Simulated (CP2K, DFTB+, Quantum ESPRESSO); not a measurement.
# Running twisted Ti2CO2 MXene bilayer, 38.21° (70 atoms) with CP2K, part 2 of 2

Wanted: CP2K inputs and outputs for twisted Ti2CO2 MXene bilayer, 38.21° (70 atoms), checked against a plane-wave reference.

Program: CP2K 2026.2; the method stands at each step. Banners, paths, timers and routine set-up lines are dropped from the logs unmarked, and long logs keep their key lines alone; longer cuts are marked.

So far. Step 2 (PBE, DZVP-UZH, 800/50 Ry, diagonalisation): Forces lie 9.3 % from the reference's, at 0.49 times its CPU time. Step 3 (PBE, DZVP-UZH, 280/50 Ry, diagonalisation): Against the first run (9.3 %), the force difference from the reference is 19 %, at 0.82 times the CPU time: the grid matters here.

### 4. PBE, DZVP-UZH, 400/50 Ry, diagonalisation

Method: Kohn-Sham DFT, PBE, GTH-PBE pseudopotentials, Gaussian and plane waves, DZVP-MOLOPT (UZH set), diagonalisation.

Contents of input.inp:

```
&GLOBAL
  PROJECT cell
  RUN_TYPE ENERGY_FORCE
  PRINT_LEVEL LOW
&END GLOBAL
&FORCE_EVAL
  METHOD QS
  &DFT
    BASIS_SET_FILE_NAME BASIS_MOLOPT_UZH
    POTENTIAL_FILE_NAME POTENTIAL_UZH
    &MGRID
      CUTOFF 400
      REL_CUTOFF 50
    &END MGRID
    &QS
      EPS_DEFAULT 1.0E-12
    &END QS
    &SCF
      SCF_GUESS ATOMIC
      EPS_SCF 5.0E-06
      MAX_SCF 200
      ADDED_MOS 45
      &DIAGONALIZATION
        ALGORITHM STANDARD
      &END DIAGONALIZATION
      &SMEAR ON
        METHOD FERMI_DIRAC
        ELECTRONIC_TEMPERATURE [K] 580
      &END SMEAR
      &MIXING
        METHOD BROYDEN_MIXING
        ALPHA 0.2
        NBROYDEN 12
        BETA 0.05
      &END MIXING
      &PRINT
        &RESTART OFF
        &END RESTART
      &END PRINT
    &END SCF
    &XC
      &XC_FUNCTIONAL PBE
      &END XC_FUNCTIONAL
    &END XC
    &PRINT
      &MULLIKEN ON
      &END MULLIKEN
      &HIRSHFELD ON
        SHAPE_FUNCTION DENSITY
      &END HIRSHFELD
      &MO ON
        EIGENVALUES T
        OCCUPATION_NUMBERS T
        MO_INDEX_RANGE 269 292
        &EACH
          QS_SCF 0
        &END EACH
        ADD_LAST NUMERIC
      &END MO
    &END PRINT
  &END DFT
  &SUBSYS
    &CELL
      A 8.01660 0.00000 0.00000
      B -4.00830 6.94258 0.00000
      C 0.00000 0.00000 25.59000
    &END CELL
    &TOPOLOGY
      COORD_FILE_NAME structure.xyz
      COORD_FILE_FORMAT XYZ
    &END TOPOLOGY
    &KIND C
      BASIS_SET DZVP-MOLOPT-PBE-GTH-q4
      POTENTIAL GTH-PBE-q4
    &END KIND
    &KIND Ti
      BASIS_SET DZVP-MOLOPT-PBE-GTH-q12
      POTENTIAL GTH-PBE-q12
    &END KIND
    &KIND O
      BASIS_SET DZVP-MOLOPT-PBE-GTH-q6
      POTENTIAL GTH-PBE-q6
    &END KIND
  &END SUBSYS
  &PRINT
    &FORCES ON
    &END FORCES
  &END PRINT
&END FORCE_EVAL
```

Contents of structure.xyz:

```xyz
70

C 3.98373 6.93057 9.24643
Ti 0.59403 1.64525 10.47552
Ti 1.71804 0.31214 7.92983
O 1.73820 0.30624 11.44948
O 0.56669 1.63748 7.02446
C -0.59860 2.95226 9.23287
Ti 0.02605 4.59404 10.60040
Ti 1.13964 3.31994 7.87788
O 1.12934 3.29655 11.45588
O 0.00501 4.62549 7.00449
C -1.13515 5.99381 9.21701
Ti 3.42024 0.67697 10.53336
Ti 0.54601 6.23444 7.93571
O 0.62425 6.27040 11.43054
O 3.43531 0.68308 7.01473
C 2.27511 2.00474 9.19500
Ti 2.85054 3.62153 10.51263
Ti 4.01062 2.25162 7.88146
O 4.04770 2.34180 11.44769
O 2.85403 3.63104 7.04442
[... 46 atom lines left out ...]
Ti 5.11195 3.60445 17.69497
Ti 4.56822 5.30253 15.07225
O 4.55122 5.26865 18.56964
O 5.19159 3.59730 14.17174
```

On the command line:

```
$ OMP_NUM_THREADS=1 mpirun -np 4 cp2k.psmp -i input.inp > output.txt
```

Numbers of over 12 decimals in the logs are rounded to 6 here.

What it wrote:

```text
CP2K| version string:                                       CP2K version 2026.2
 CP2K| Input file name                                                 input.inp
 GLOBAL| Basis set file name                                    BASIS_MOLOPT_UZH
 GLOBAL| Potential file name                                       POTENTIAL_UZH
 GLOBAL| Run type                                                   ENERGY_FORCE
 GLOBAL| Total number of message passing processes                             4
 GLOBAL| Number of threads for this process                                    1
 TOTAL NUMBERS AND MAXIMUM NUMBERS
  Total number of            - Atomic kinds:                                   3
                             - Atoms:                                         70
[... lines left out ...]
                        Smear method:                                FERMI_DIRAC
[... lines left out ...]
 Number of electrons:                                                        560
[... lines left out ...]
  Step     Update method      Time    Convergence         Total energy    Change
[... lines left out ...]
  *** SCF run converged in    18 steps ***
[... lines left out ...]
  Fermi energy:                                                 0.092448
  Total energy:                                             -2157.659612
  Total energy (extrapolated to T->0):                      -2157.659201
[... lines left out ...]
 MO| E(Fermi):            0.092448 a.u.          2.515648 eV
[... lines left out ...]
       2     Ti       2         11.392897                              0.607103
       3     Ti       2         11.365070                              0.634930
[...]
69     O        3          6.504966                             -0.504966
      70     O        3          6.472516                             -0.472516
 # Total charge                            560.000000                  0.000000
 !-----------------------------------------------------------------------------!
 !-----------------------------------------------------------------------------!
                           Hirshfeld Charges
  #Atom  Element  Kind  Ref Charge     Population                    Net charge
      1       C      1       4.000          4.325                        -0.325
      2       Ti     2      12.000         11.599                         0.401
      3       Ti     2      12.000         11.585                         0.415
[...]
69       O      3       6.000          6.257                        -0.257
     70       O      3       6.000          6.248                        -0.248
  Total Charge                                                           -0.000
 !-----------------------------------------------------------------------------!
 ENERGY| Total FORCE_EVAL ( QS ) energy [hartree]          -2157.659743
 FORCES| Atomic forces [hartree/bohr]
 FORCES|   Atom     x               y               z               |f|
 FORCES|      1  2.25796713E-03  1.36851096E-02 -9.11207170E-03   1.65954961E-02
 FORCES|      2 -7.06779499E-03 -8.83267154E-03 -6.89333877E-03   1.32471858E-02
 FORCES|      3 -2.95639103E-03 -1.20913790E-03  4.92785486E-03   5.87247953E-03
[...]
FORCES|     69  1.24383982E-02  4.52642666E-03  7.87018837E-03   1.53994205E-02
 FORCES|     70 -8.85950384E-04  1.23619875E-02 -1.34922008E-02   1.83205657E-02
 FORCES| Sum     1.72241465E-02  2.18712905E-03 -1.15297659E-02
 FORCES| Total atomic force                                       2.08420310E-02
```

The job ended after 3.4 min (4 MPI ranks of Intel Xeon 6975P-C (Granite Rapids), shared host; peak memory 4.2 GiB).

Numbers from this run, and their distance from the reference:

* r.m.s. force component: 0.4852 eV/Å
* r.m.s. difference of force components: 62.4 meV/Å
* longest difference of force vectors: 286.3 meV/Å
* force difference over r.m.s. force: 13.53 %
* slope of forces against the reference's: 1.044
* correlation of force components: 0.9926
* gap (highest filled to lowest empty level): 0.4988 eV
* gap difference: -0.0013 eV
* energy less the same-level run's: -0.271 meV/atom
* r.m.s. force difference from the same-level run: 54.8 meV/Å

This is a coarse setting, run to see what it loses.

Against the first run (9.3 %), the force difference from the reference is 14 %, at 0.88 times the CPU time: the grid matters here.

The forces add up to 1.1 eV/Å instead of zero, usually a sign of too coarse a grid.

### 5. The ladder

Differences are against the plane-wave reference, forces as r.m.s. over components; share is that over the reference's r.m.s. force, slope the least-squares factor from reference forces to these. Total energies of different programs have different zeros and aren't compared.

```csv
run,"Δ force, r.m.s. (meV/Å)",share (%),slope,Δ gap (eV),cores,CPU time,memory (GiB)
reference,-,-,-,-,4,31 min,4.8
"CP2K PBE, DZVP-UZH, 800/50 Ry, diagonalisation",42.8,9.27,1.044,-0.0013,4,15 min,9.1
"CP2K PBE, DZVP-UZH, 280/50 Ry, diagonalisation (coarse)",89.6,19.4,1.040,-8.0e-4,4,13 min,3.1
"CP2K PBE, DZVP-UZH, 400/50 Ry, diagonalisation (coarse)",62.4,13.5,1.044,-0.0013,4,13 min,4.2
```

Rows marked coarse were listed beforehand as settings not expected to be converged; some can still land near the reference.

CPU time is summed over cores on a shared host, where runs went side by side, so it is rough. Symmetry, cutoffs, thresholds, outputs and thread counts weren't matched or tuned between programs; memory under MPI is the largest rank's times the ranks.

Within one program, basis, potentials and functional, energies share a zero. Each run against its twin at the usual cutoff or grid and solver:

```csv
run,twin,Δ energy (meV/atom),"Δ force, r.m.s. (meV/Å)",CPU time over the twin's
"CP2K PBE, DZVP-UZH, 280/50 Ry, diagonalisation","DZVP-UZH, 800/50 Ry, diagonalisation",-4.07,77.2,0.82
"CP2K PBE, DZVP-UZH, 400/50 Ry, diagonalisation","DZVP-UZH, 800/50 Ry, diagonalisation",-0.271,54.8,0.88
```

Further runs of this program without a result: CP2K PBE+rVV10L, DZVP-UZH, 800/50 Ry, diagonalisation (stopped at the start).

### 6. What came out

```yaml
nearest_in_forces: CP2K PBE, DZVP-UZH, 800/50 Ry, diagonalisation, 9.3 %
its_cpu_time: 15 min
```

**Reading.** The PBE run in local orbitals, coarse settings apart, differs by 9.3 % (CP2K PBE, DZVP-UZH, 800/50 Ry, diagonalisation); basis, grid and potentials can all enter. Runs with settings chosen to be coarse differ by 14 % (CP2K PBE, DZVP-UZH, 400/50 Ry, diagonalisation) to 19 % (CP2K PBE, DZVP-UZH, 280/50 Ry, diagonalisation), their programs' other errors included. Of the electronic-structure runs that take under half the reference's CPU time, CP2K PBE, DZVP-UZH, 800/50 Ry, diagonalisation comes nearest, at 9.3 % in 15 min against 31 min. PBE gaps agree with the reference's 0.500 eV within 0.002 eV. These are spacings on the run's k-points, which needn't hold the band edges. The reference's PBE has no dispersion term, which matters for the binding between molecules or layers. The runs have no spin polarisation, so any moments at edges, vacancies or dangling bonds can't form. The electronic-structure runs sample only Γ, in a cell whose shortest periodic width is 7 Å.

[Also dropped from logs without a mark: logging warnings of Python, and SIESTA's first energy breakdown and zero terms.]

[Logs are printed without paths, hosts, clocks, repeated set-up lines and the standing remarks that a program may print on its own settings, such as how far it seeks lower states.]

[Hosts, paths, dates, database ids (printed as entryN), source tags and the programs' standing remarks are cut or masked in the printed files.]
